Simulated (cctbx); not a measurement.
# What is wrong with this refinement?

Cell a = 5.0490 Å, b = 5.0490 Å, c = 7.8570 Å, α = 90.00°, β = 90.00°, γ = 120.00°; space group P-6m2 (no. 187).

The data are simulated with cctbx, not measured: Ag Kα, λ = 0.56087 Å, to d = 0.77 Å, 95 % of the full sphere, strongest reflection 5000 counts, noise from counting, a 1.5 % proportional error and a noise floor of 4 counts (s.d.); no absorption.

An anisotropic refinement with weights 1/σ² prints:

```text
Rint 0.043, 198 unique reflections to 0.77 A
cycle     R1     wR2    GooF  max shift (A)
   1  0.0298  0.0387   1.060   0.00434
   5  0.0232  0.0319   0.875   0.00043
final R1 0.0232 wR2 0.0319 GooF 0.875  parameters 21  data/parameter 9.4
atom        x        y        z      Ueq    occ   su(xyz)  su(Uiso or U11)
Fe1    0.33333  0.66667  0.24878   0.0051  1.000  0.00030  0.0017
Fe2    0.32085  0.16043  0.26053   0.0060  1.000  0.00081  0.0012
Fe3    0.49146  0.50854  0.50000   0.0027  1.000  0.00042  0.0012
Fe4    0.49915  0.50085  0.00000   0.0050  1.000  0.00047  0.0013
Cr1    0.00000  0.00000  0.00000   0.0031  1.000  0.00000  0.0018
V1     0.00000  0.00000  0.50000   0.0088  1.000  0.00000  0.0024
Flack x: 0.8(5)
Hooft y: 0.482(497)  Bijvoet pairs: 82
difference map: max 1.31 min -1.41 rms 0.32
Q1    0.2208  0.4415  0.5000    3    1.37  1.23 A from Fe3
Q2    0.0000  0.0000  0.1948    2    1.21  1.49 A from Fe2
Q3    0.5862  0.1723  0.1496    6    1.17  1.40 A from Fe4
Q4    0.0000  0.0000  0.0933    2    1.03  0.73 A from Cr1
Q5    0.4405  0.1113  0.3550   12    0.95  1.06 A from Fe2
Q6    0.6667  0.3333  0.1748    2    0.83  1.66 A from Fe2
```

**Question.** Can this result stand? If not, what is the likely fault?

Mend it. The fault: the structure inverted. Against the right model at the same level, R1 goes from 0.0230 to 0.0232 and GooF from 0.87 to 0.88. Only the Bijvoet differences see the inversion, so R1 moves little while x goes to 1 − x. Flack x = 0.80 with s.u. 0.5: the s.u. is too large to fix the absolute structure.

The compound is VCrFe14. The right model at the same level gives:

```text
Rint 0.043, 198 unique reflections to 0.77 A
cycle     R1     wR2    GooF  max shift (A)
   1  0.0299  0.0388   1.062   0.00387
   7  0.0231  0.0318   0.872   0.00017
final R1 0.0230 wR2 0.0318 GooF 0.872  parameters 21  data/parameter 9.4
atom        x        y        z      Ueq    occ   su(xyz)  su(Uiso or U11)
Fe1    0.66667  0.33333  0.75122   0.0064  1.000  0.00031  0.0015
Fe2    0.67718  0.83859  0.73952   0.0061  1.000  0.00077  0.0011
Fe3    0.50923  0.49077  0.50000   0.0020  1.000  0.00037  0.0012
Fe4    0.50181  0.49819  0.00000   0.0047  1.000  0.00039  0.0013  NPD
Cr1    0.00000  0.00000  0.00000   0.0034  1.000  0.00000  0.0019
V1     0.00000  0.00000  0.50000   0.0096  1.000  0.00000  0.0024
Flack x: 0.1(5)
Hooft y: 0.439(480)  Bijvoet pairs: 82
difference map: max 1.62 min -1.59 rms 0.32
Q1    0.0000  0.0000  0.1095    2    1.62  0.86 A from Cr1
Q2    0.6667  0.3333  0.3664    2    1.25  0.92 A from Fe1
Q3    0.1247  0.5624  0.1426    6    1.25  1.25 A from Fe4
Q4    0.0000  0.0000  0.2000    2    1.05  1.49 A from Fe2
Q5    0.3333  0.6667  0.3555    2    0.99  1.68 A from Fe2
Q6    0.6667  0.3333  0.1470    2    0.92  0.80 A from Fe1
```

The model is made up (kin elements in a known structure type, no relaxation), so it says nothing on whether the phase exists.

[Middle refinement cycles are left out of these outputs.]

[Logs are printed without paths, hosts, clocks, repeated set-up lines and the standing remarks that a program may print on its own settings, such as how far it seeks lower states.]
